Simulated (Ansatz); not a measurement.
# P on Pt(100): change of the work function, part 2 of 4

Aim: the work function of Pt(100) at several coverages of P (hollow site), and the dipole that each adsorbate carries.

Ansatz 0.2.0; plane-wave DFT, PBE, Ansatz PAW.

So far, work function, upper face (eV): step 2 (the clean slab) 5.66.

## (3) Adsorbate added, k-mesh 4×4×1, coverage 0.111 ML

System of this step: PPt36 (P/Pt(100)). The cell holds 37 atoms: 36 Pt and 1 P. Its edges and angles: a = 8.316 Å, b = 8.316 Å, c = 25.495 Å, α = 90.0°, β = 90.0°, γ = 90.0°. Vacuum lies along c.

The clean slab as it ended is repeated in the plane and the adsorbate is set on one face; the cell's size fixes the coverage, and the k-mesh shrinks with it to keep the sampling density about even. Adsorbate and upper layers relax, since the dipole depends on the height.

The input, input.yaml:

```yaml
crystal:
  lattice:
    - [8.3155757469, 0.0, 0.0]
    - [0.0, 8.3155757469, 0.0]
    - [0.0, 0.0, 25.495063319]
  atoms:
    - { symbol: Pt, position: [0.1666666667, 0.1666666667, 0.3530095175] }
    - { symbol: Pt, position: [0.0, 0.0, 0.4298871457] }
    - { symbol: Pt, position: [0.1666666667, 0.1666666667, 0.5085321066] }
    - { symbol: Pt, position: [0.0, 0.0, 0.5859367241] }
    - { symbol: Pt, position: [0.1666666667, 0.5, 0.3530095175] }
    - { symbol: Pt, position: [0.0, 0.3333333333, 0.4298871457] }
    - { symbol: Pt, position: [0.1666666667, 0.5, 0.5085321066] }
    - { symbol: Pt, position: [0.0, 0.3333333333, 0.5859367241] }
    - { symbol: Pt, position: [0.1666666667, 0.8333333333, 0.3530095175] }
    - { symbol: Pt, position: [0.0, 0.6666666667, 0.4298871457] }
    - { symbol: Pt, position: [0.1666666667, 0.8333333333, 0.5085321066] }
    - { symbol: Pt, position: [0.0, 0.6666666667, 0.5859367241] }
    - { symbol: Pt, position: [0.5, 0.1666666667, 0.3530095175] }
    - { symbol: Pt, position: [0.3333333333, 0.0, 0.4298871457] }
    - { symbol: Pt, position: [0.5, 0.1666666667, 0.5085321066] }
    - { symbol: Pt, position: [0.3333333333, 0.0, 0.5859367241] }
    - { symbol: Pt, position: [0.5, 0.5, 0.3530095175] }
    - { symbol: Pt, position: [0.3333333333, 0.3333333333, 0.4298871457] }
    - { symbol: Pt, position: [0.5, 0.5, 0.5085321066] }
    - { symbol: Pt, position: [0.3333333333, 0.3333333333, 0.5859367241] }
    - { symbol: Pt, position: [0.5, 0.8333333333, 0.3530095175] }
    - { symbol: Pt, position: [0.3333333333, 0.6666666667, 0.4298871457] }
    - { symbol: Pt, position: [0.5, 0.8333333333, 0.5085321066] }
    - { symbol: Pt, position: [0.3333333333, 0.6666666667, 0.5859367241] }
    - { symbol: Pt, position: [0.8333333333, 0.1666666667, 0.3530095175] }
    - { symbol: Pt, position: [0.6666666667, 0.0, 0.4298871457] }
    - { symbol: Pt, position: [0.8333333333, 0.1666666667, 0.5085321066] }
    - { symbol: Pt, position: [0.6666666667, 0.0, 0.5859367241] }
    - { symbol: Pt, position: [0.8333333333, 0.5, 0.3530095175] }
    - { symbol: Pt, position: [0.6666666667, 0.3333333333, 0.4298871457] }
    - { symbol: Pt, position: [0.8333333333, 0.5, 0.5085321066] }
    - { symbol: Pt, position: [0.6666666667, 0.3333333333, 0.5859367241] }
    - { symbol: Pt, position: [0.8333333333, 0.8333333333, 0.3530095175] }
    - { symbol: Pt, position: [0.6666666667, 0.6666666667, 0.4298871457] }
    - { symbol: Pt, position: [0.8333333333, 0.8333333333, 0.5085321066] }
    - { symbol: Pt, position: [0.6666666667, 0.6666666667, 0.5859367241] }
    - { symbol: P, position: [0.1666666667, 0.1666666667, 0.6469904825] }
kpoints:
  mp_grid: { grid: [4, 4, 1] }
hamiltonian:
  xc: pbe
scf:
  occupations: { method: fermi_dirac, width: 0.1 }
  convergence: { dr2_threshold: 1.0e-08 }
efield:
  axis: 3
  dipole_correction: true
  ramp_position: 0.97
  ramp_width: 0.06
relax:
  f_tol: 0.02
  max_steps: 60
  constraints:
    - { sites: [0, 1, 4, 5, 8, 9, 12, 13, 16, 17, 20, 21, 24, 25, 28, 29, 32, 33] }
output:
  write_potential: true
  write_density: true
  volumetric_format: npy
```

On the command line:

```
$ ansatz run input.yaml --threads 4 --pin off --max-ram 16384MiB --backend cpu --events-out ev --progress --plain --runs-dir out
```

Log:

```text
[...]
Crystal: 37 atoms, lattice volume = 1762.953 Å³
Basis set: ecut = 420 eV, 34373 PW (Γ), exchange–correlation on 120×120×360 points (8 copies of the dense FFT grid, shifted against one another)
Bands: 392, of which v1, the nominal top of the filled ones, is band 327 counted from 1 (326 counted from 0)
Symmetry: 8 space group operations
[...]
k-points: 6 of 16
[...]
SCF iter   1: F=—  HF=-451572.212609 eV  |F-HF|=—  |Δ(HF+E_count)|=         —  Δρ=7.11e-3  dr2=6.18e0  ethr=1.77e-3  p=0.018 e·Å  D=1.88e-3 V/Å  ΔV_dip=-0.05 eV  dr2_dipole=3.45e-1  V_vac-E_F(+/−)=5.14/5.19 eV  ⟨swp⟩=8.2  Hψ=10006  notcnv=0  defer=128
[...]
SCF iter  13: F=-451571.959373 eV  HF=-451571.959373 eV  |F-HF|=1.50e-8  |Δ(HF+E_count)|=   1.31e-7  Δρ=3.89e-7  dr2=8.55e-9  ethr=1.53e-12  p=0.068 e·Å  D=6.99e-3 V/Å  ΔV_dip=-0.18 eV  dr2_dipole=2.73e-10  V_vac-E_F(+/−)=5.48/5.66 eV  ⟨swp⟩=9.0  Hψ=15171  notcnv=0
SCF 1 converged in 13 iterations: F = -451571.959373 eV  dr2 = 8.55e-9
[...]
relax step   1: F+E_penalty+E_count = -451571.95937316 eV  Δ(F+E_penalty+E_count) = +0.000e0 eV  max|allowed force component| = 2.457e0 eV/Å  Δτ_max = 0.0000 Å  (13 SCF iters, accepted)
[...]
SCF iter  13: F=-451572.453421 eV  HF=-451572.453421 eV  |F-HF|=1.62e-8  |Δ(HF+E_count)|=   2.99e-8  Δρ=2.85e-7  dr2=4.69e-9  ethr=1.00e-12  p=0.043 e·Å  D=4.43e-3 V/Å  ΔV_dip=-0.11 eV  dr2_dipole=8.38e-14  V_vac-E_F(+/−)=5.55/5.67 eV  ⟨swp⟩=8.3  Hψ=13832  notcnv=0
SCF 2 converged in 13 iterations: F = -451572.453421 eV  dr2 = 4.69e-9
[...]
relax step   2: F+E_penalty+E_count = -451572.45342145 eV  Δ(F+E_penalty+E_count) = -4.940e-1 eV  max|allowed force component| = 1.008e0 eV/Å  Δτ_max = 0.1603 Å  (13 SCF iters, accepted)
SCF iter   1: F=—  HF=-451572.529969 eV  |F-HF|=—  |Δ(HF+E_count)|=         —  Δρ=2.56e-3  dr2=2.27e-1  ethr=5.12e-4  p=0.043 e·Å  D=4.43e-3 V/Å  ΔV_dip=-0.11 eV  dr2_dipole=5.33e-2  V_vac-E_F(+/−)=5.54/5.66 eV  ⟨swp⟩=6.7  Hψ=7036  notcnv=0  defer=125
[...]
SCF iter  11: F=-451572.513358 eV  HF=-451572.513358 eV  |F-HF|=3.89e-8  |Δ(HF+E_count)|=   7.19e-8  Δρ=4.86e-7  dr2=9.23e-9  ethr=1.53e-12  p=0.048 e·Å  D=4.94e-3 V/Å  ΔV_dip=-0.13 eV  dr2_dipole=3.71e-12  V_vac-E_F(+/−)=5.54/5.66 eV  ⟨swp⟩=9.0  Hψ=14936  notcnv=0
SCF 3 converged in 11 iterations: F = -451572.513358 eV  dr2 = 9.23e-9
relax step   3: F+E_penalty+E_count = -451572.51335781 eV  Δ(F+E_penalty+E_count) = -5.994e-2 eV  max|allowed force component| = 3.384e-1 eV/Å  Δτ_max = 0.1696 Å  (11 SCF iters, accepted)
SCF iter   1: F=—  HF=-451572.534372 eV  |F-HF|=—  |Δ(HF+E_count)|=         —  Δρ=1.18e-3  dr2=3.41e-2  ethr=4.37e-5  p=0.048 e·Å  D=4.94e-3 V/Å  ΔV_dip=-0.13 eV  dr2_dipole=5.36e-3  V_vac-E_F(+/−)=5.54/5.67 eV  ⟨swp⟩=6.0  Hψ=7923  notcnv=0  defer=91
[...]
SCF iter  11: F=-451572.530947 eV  HF=-451572.530947 eV  |F-HF|=1.19e-8  |Δ(HF+E_count)|=   3.42e-8  Δρ=1.70e-7  dr2=1.08e-9  ethr=1.53e-12  p=0.045 e·Å  D=4.65e-3 V/Å  ΔV_dip=-0.12 eV  dr2_dipole=1.73e-11  V_vac-E_F(+/−)=5.55/5.66 eV  ⟨swp⟩=8.3  Hψ=13670  notcnv=0
SCF 4 converged in 11 iterations: F = -451572.530947 eV  dr2 = 1.08e-9
relax step   4: F+E_penalty+E_count = -451572.53094687 eV  Δ(F+E_penalty+E_count) = -1.759e-2 eV  max|allowed force component| = 1.544e-2 eV/Å  Δτ_max = 0.0338 Å  (11 SCF iters, accepted)
NSCF: frozen V_eff on 6 k-points
the search or the solves at the SCF's close seem to have found levels that the self-consistency loop had missed (the run counts 2). By its estimate they hold under 1e-12 electrons; where the run keeps them, the occupations were computed again with them
[...]
SCF converged after 11 iterations
Free energy (F): -451572.530947 eV
[...]
Internal energy: -451570.551667 eV  (E = F + TS)
E sigma→0 (E₀):  -451571.541307 eV
Entropy (-TS):   -1.979280 eV (-53.494 meV/atom)
Fermi energy:    3.417609 eV
Dipole field:    D = 0.004648 V/Å  (p = 0.045284 e·Å, saw-weighted, corrected)
Work function:   Φ+ = 5.5450 eV   Φ− = 5.6635 eV
[...]
--- Forces (eV/Å), atoms counted from 1 ---
  atom   1  Pt    -0.00000000     0.00000000    -0.08055399
  atom   2  Pt    -0.00347721    -0.00347721     0.11094594
  atom   3  Pt    -0.00000000     0.00000000    -0.00272380
  atom   4  Pt     0.01544357     0.01544357     0.00422392
  atom   5  Pt     0.00000000     0.01501844    -0.08102772
  atom   6  Pt    -0.00347721     0.00347721     0.11094594
  atom   7  Pt     0.00000000    -0.00328163     0.00059258
  atom   8  Pt     0.01544357    -0.01544357     0.00422392
  atom   9  Pt     0.00000000    -0.01501844    -0.08102772
  atom  10  Pt    -0.03063810     0.00000000     0.11977373
  atom  11  Pt     0.00000000     0.00328163     0.00059258
  atom  12  Pt    -0.00359821     0.00000000     0.00356405
  atom  13  Pt     0.01501844     0.00000000    -0.08102772
  atom  14  Pt     0.00347721    -0.00347721     0.11094594
  atom  15  Pt    -0.00328163     0.00000000     0.00059258
  atom  16  Pt    -0.01544357     0.01544357     0.00422392
  atom  17  Pt    -0.00102028    -0.00102028    -0.08827591
  atom  18  Pt     0.00347721     0.00347721     0.11094594
  atom  19  Pt    -0.00335733    -0.00335733     0.00241556
  atom  20  Pt    -0.01544357    -0.01544357     0.00422392
  atom  21  Pt    -0.00102028     0.00102028    -0.08827591
  atom  22  Pt     0.03063810     0.00000000     0.11977373
  atom  23  Pt    -0.00335733     0.00335733     0.00241556
  atom  24  Pt     0.00359821     0.00000000     0.00356405
  atom  25  Pt    -0.01501844     0.00000000    -0.08102772
  atom  26  Pt     0.00000000    -0.03063810     0.11977373
  atom  27  Pt     0.00328163     0.00000000     0.00059258
  atom  28  Pt     0.00000000    -0.00359821     0.00356405
  atom  29  Pt     0.00102028    -0.00102028    -0.08827591
  atom  30  Pt     0.00000000     0.03063810     0.11977373
  atom  31  Pt     0.00335733    -0.00335733     0.00241556
  atom  32  Pt     0.00000000     0.00359821     0.00356405
  atom  33  Pt     0.00102028     0.00102028    -0.08827591
  atom  34  Pt     0.00000000     0.00000000    -0.19357251
  atom  35  Pt     0.00335733     0.00335733     0.00241556
  atom  36  Pt    -0.00000000     0.00000000    -0.00313576
  atom  37  P     -0.00000000     0.00000000    -0.00886639
  max |Σ_I F_I| component: 3.92e-6 eV/Å
--- Band table (eV; the first three rows and the last of 6) ---
  k-point 0: bands = [... 323 lower, 3.1562, 3.1571, 3.3130, 3.3130, 3.3387, 3.3846, 3.4076, 3.4248, ... 61 higher]
  k-point 1: bands = [... 323 lower, 3.2897, 3.3003, 3.3541, 3.3822, 3.3941, 3.4193, 3.4259, 3.4317, ... 61 higher]
  k-point 2: bands = [... 323 lower, 3.3351, 3.3488, 3.3565, 3.4014, 3.4062, 3.4179, 3.4614, 3.4699, ... 61 higher]
  k-point 5: bands = [... 323 lower, 3.4475, 3.4628, 3.4796, 3.4796, 3.5653, 3.5721, 3.8531, 3.8531, ... 61 higher]
--- Relaxed structure (4 steps of the walk, 4 accepted, 0 SCFs on fresh bases) ---
  F+E_penalty+E_count = -451572.53094687 eV   max|allowed force component| = 1.544e-2 eV/Å
  atoms:
    - { symbol: Pt, position: [0.166667, 0.166667, 0.353010] }
    - { symbol: Pt, position: [1.666666e-11, 1.666666e-11, 0.4298871457] }
    - { symbol: Pt, position: [0.166667, 0.166667, 0.508318] }
    - { symbol: Pt, position: [-0.0051645, -0.0051645, 0.590750] }
    - { symbol: Pt, position: [0.166667, 0.500000, 0.353010] }
    - { symbol: Pt, position: [1.666666e-11, 0.333333, 0.4298871457] }
    - { symbol: Pt, position: [0.166667, 0.498762, 0.508962] }
    - { symbol: Pt, position: [-0.0051645, 0.338498, 0.590750] }
    - { symbol: Pt, position: [0.166667, 0.833333, 0.353010] }
    - { symbol: Pt, position: [1.666666e-11, 0.666667, 0.4298871457] }
    - { symbol: Pt, position: [0.166667, 0.834572, 0.508962] }
    - { symbol: Pt, position: [-0.000452902, 0.666667, 0.586020] }
    - { symbol: Pt, position: [0.500000, 0.166667, 0.353010] }
    - { symbol: Pt, position: [0.333333, 1.666666e-11, 0.4298871457] }
    - { symbol: Pt, position: [0.498762, 0.166667, 0.508962] }
    - { symbol: Pt, position: [0.338498, -0.0051645, 0.590750] }
    - { symbol: Pt, position: [0.500000, 0.500000, 0.353010] }
    - { symbol: Pt, position: [0.333333, 0.333333, 0.4298871457] }
    - { symbol: Pt, position: [0.499374, 0.499374, 0.508614] }
    - { symbol: Pt, position: [0.338498, 0.338498, 0.590750] }
    - { symbol: Pt, position: [0.500000, 0.833333, 0.353010] }
    - { symbol: Pt, position: [0.333333, 0.666667, 0.4298871457] }
    - { symbol: Pt, position: [0.499374, 0.833960, 0.508614] }
    - { symbol: Pt, position: [0.333786, 0.666667, 0.586020] }
    - { symbol: Pt, position: [0.833333, 0.166667, 0.353010] }
    - { symbol: Pt, position: [0.666667, 1.666666e-11, 0.4298871457] }
    - { symbol: Pt, position: [0.834572, 0.166667, 0.508962] }
    - { symbol: Pt, position: [0.666667, -0.000452902, 0.586020] }
    - { symbol: Pt, position: [0.833333, 0.500000, 0.353010] }
    - { symbol: Pt, position: [0.666667, 0.333333, 0.4298871457] }
    - { symbol: Pt, position: [0.833960, 0.499374, 0.508614] }
    - { symbol: Pt, position: [0.666667, 0.333786, 0.586020] }
    - { symbol: Pt, position: [0.833333, 0.833333, 0.353010] }
    - { symbol: Pt, position: [0.666667, 0.666667, 0.4298871457] }
    - { symbol: Pt, position: [0.833960, 0.833960, 0.508614] }
    - { symbol: Pt, position: [0.666667, 0.666667, 0.586151] }
    - { symbol: P, position: [0.166667, 0.166667, 0.635376] }
```

Run time: 16 min. Hardware: 4 threads of Arm Neoverse V1, shared host; peak memory 12 GiB.

The steps of the relaxation:

| step | energy less that of the first step (eV) | largest force component (eV/Å) |
| --- | --- | --- |
| 1 | 0.0000 | 2.4565 |
| 2 | -0.4940 | 1.0076 |
| 3 | -0.5540 | 0.3384 |
| 4 | -0.5716 | 0.0154 |

Forces are held to the 8 operations that the program found; a distortion that breaks them can't arise in this run.

The atoms that moved most (Å):

| atom | dx | dy | dz | length |
| --- | --- | --- | --- | --- |
| P37 | 0.000 | 0.000 | -0.296 | 0.296 |
| Pt4 | -0.043 | -0.043 | 0.123 | 0.137 |
| Pt16 | 0.043 | -0.043 | 0.123 | 0.137 |
| Pt8 | -0.043 | 0.043 | 0.123 | 0.137 |
| Pt20 | 0.043 | 0.043 | 0.123 | 0.137 |
| Pt15 | -0.010 | 0.000 | 0.011 | 0.015 |
| Pt7 | 0.000 | -0.010 | 0.011 | 0.015 |
| Pt27 | 0.010 | 0.000 | 0.011 | 0.015 |

Final coordinates:

```cif
data_structure
_symmetry_space_group_name_H-M 'P 1'
_symmetry_Int_Tables_number 1
_cell_length_a 8.3156
_cell_length_b 8.3156
_cell_length_c 25.4951
_cell_angle_alpha 90.000
_cell_angle_beta 90.000
_cell_angle_gamma 90.000
_cell_volume 1762.95
loop_
_atom_site_label
_atom_site_type_symbol
_atom_site_fract_x
_atom_site_fract_y
_atom_site_fract_z
_atom_site_occupancy
Pt1 Pt 0.16667 0.16667 0.35301 1
Pt2 Pt 0.00000 0.00000 0.42989 1
Pt3 Pt 0.16667 0.16667 0.50832 1
Pt4 Pt 0.99484 0.99484 0.59075 1
Pt5 Pt 0.16667 0.50000 0.35301 1
Pt6 Pt 0.00000 0.33333 0.42989 1
Pt7 Pt 0.16667 0.49876 0.50896 1
Pt8 Pt 0.99484 0.33850 0.59075 1
Pt9 Pt 0.16667 0.83333 0.35301 1
Pt10 Pt 0.00000 0.66667 0.42989 1
Pt11 Pt 0.16667 0.83457 0.50896 1
Pt12 Pt 0.99955 0.66667 0.58602 1
Pt13 Pt 0.50000 0.16667 0.35301 1
Pt14 Pt 0.33333 0.00000 0.42989 1
Pt15 Pt 0.49876 0.16667 0.50896 1
Pt16 Pt 0.33850 0.99484 0.59075 1
Pt17 Pt 0.50000 0.50000 0.35301 1
Pt18 Pt 0.33333 0.33333 0.42989 1
Pt19 Pt 0.49937 0.49937 0.50861 1
Pt20 Pt 0.33850 0.33850 0.59075 1
Pt21 Pt 0.50000 0.83333 0.35301 1
Pt22 Pt 0.33333 0.66667 0.42989 1
Pt23 Pt 0.49937 0.83396 0.50861 1
Pt24 Pt 0.33379 0.66667 0.58602 1
Pt25 Pt 0.83333 0.16667 0.35301 1
Pt26 Pt 0.66667 0.00000 0.42989 1
Pt27 Pt 0.83457 0.16667 0.50896 1
Pt28 Pt 0.66667 0.99955 0.58602 1
Pt29 Pt 0.83333 0.50000 0.35301 1
Pt30 Pt 0.66667 0.33333 0.42989 1
Pt31 Pt 0.83396 0.49937 0.50861 1
Pt32 Pt 0.66667 0.33379 0.58602 1
Pt33 Pt 0.83333 0.83333 0.35301 1
Pt34 Pt 0.66667 0.66667 0.42989 1
Pt35 Pt 0.83396 0.83396 0.50861 1
Pt36 Pt 0.66667 0.66667 0.58615 1
P37 P 0.16667 0.16667 0.63538 1
```

Numbers from this step:

```yaml
energy_at_zero_smearing: -451571.5413 eV
work_function_upper_face: 5.545 eV
work_function_lower_face: 5.664 eV
dipole_along_the_normal: 0.04528 e·Å
step_between_the_vacuum_levels: -0.1185 eV
```

Running mean over 1.96 Å of the planar mean; the ramp of the sawtooth is left out. Table of electron's electrostatic potential energy less the Fermi level by z:

| z (Å) | electron's electrostatic potential energy less the Fermi level (eV) |
| --- | --- |
| 3.0 | 5.66 |
| 3.5 | 5.66 |
| 4.0 | 5.66 |
| 4.5 | 5.66 |
| 5.0 | 5.66 |
| 5.5 | 5.65 |
| 6.0 | 5.62 |
| 6.5 | 5.50 |
| 7.0 | 4.96 |
| 7.5 | 2.62 |
| 8.0 | -3.03 |
| 8.5 | -8.80 |
| 9.0 | -11.3 |
| 9.5 | -11.8 |
| 10.0 | -12.0 |
| 10.5 | -12.1 |
| 11.0 | -12.1 |
| 11.5 | -11.8 |
| 12.0 | -11.6 |
| 12.5 | -11.8 |
| 13.0 | -12.0 |
| 13.5 | -11.6 |
| 14.0 | -11.2 |
| 14.5 | -11.4 |
| 15.0 | -11.7 |
| 15.5 | -9.67 |
| 16.0 | -4.23 |
| 16.5 | 1.33 |
| 17.0 | 4.01 |
| 17.5 | 5.01 |
| 18.0 | 5.41 |
| 18.5 | 5.51 |
| 19.0 | 5.54 |
| 19.5 | 5.54 |
| 20.0 | 5.54 |
| 20.5 | 5.54 |
| 21.0 | 5.55 |
| 21.5 | 5.55 |
| 22.0 | 5.55 |
| 22.5 | 5.55 |

The relaxation took 4 steps and lowered the energy by 0.57 eV; the largest force on the free atoms ends at 0.015 eV/Å.

The covered face has 5.55 eV, -0.11 eV against the clean one; the bare back face has moved by +0.01 eV, a measure of how thin the slab is.

[end of part 2 of 4]

[Long decimals in the printed logs are rounded to 6 places.]

[Logs are printed without paths, hosts, clocks, repeated set-up lines and the standing remarks that a program may print on its own settings, such as how far it seeks lower states.]

[Hosts, paths, dates, database ids (printed as entryN), source tags and the programs' standing remarks are cut or masked in the printed files.]

[Maps of the electrostatic potential energy from Ansatz leave out the sawtooth potential of an applied field or a dipole correction, so their vacuum need not be flat; planar profiles and work functions include it.]
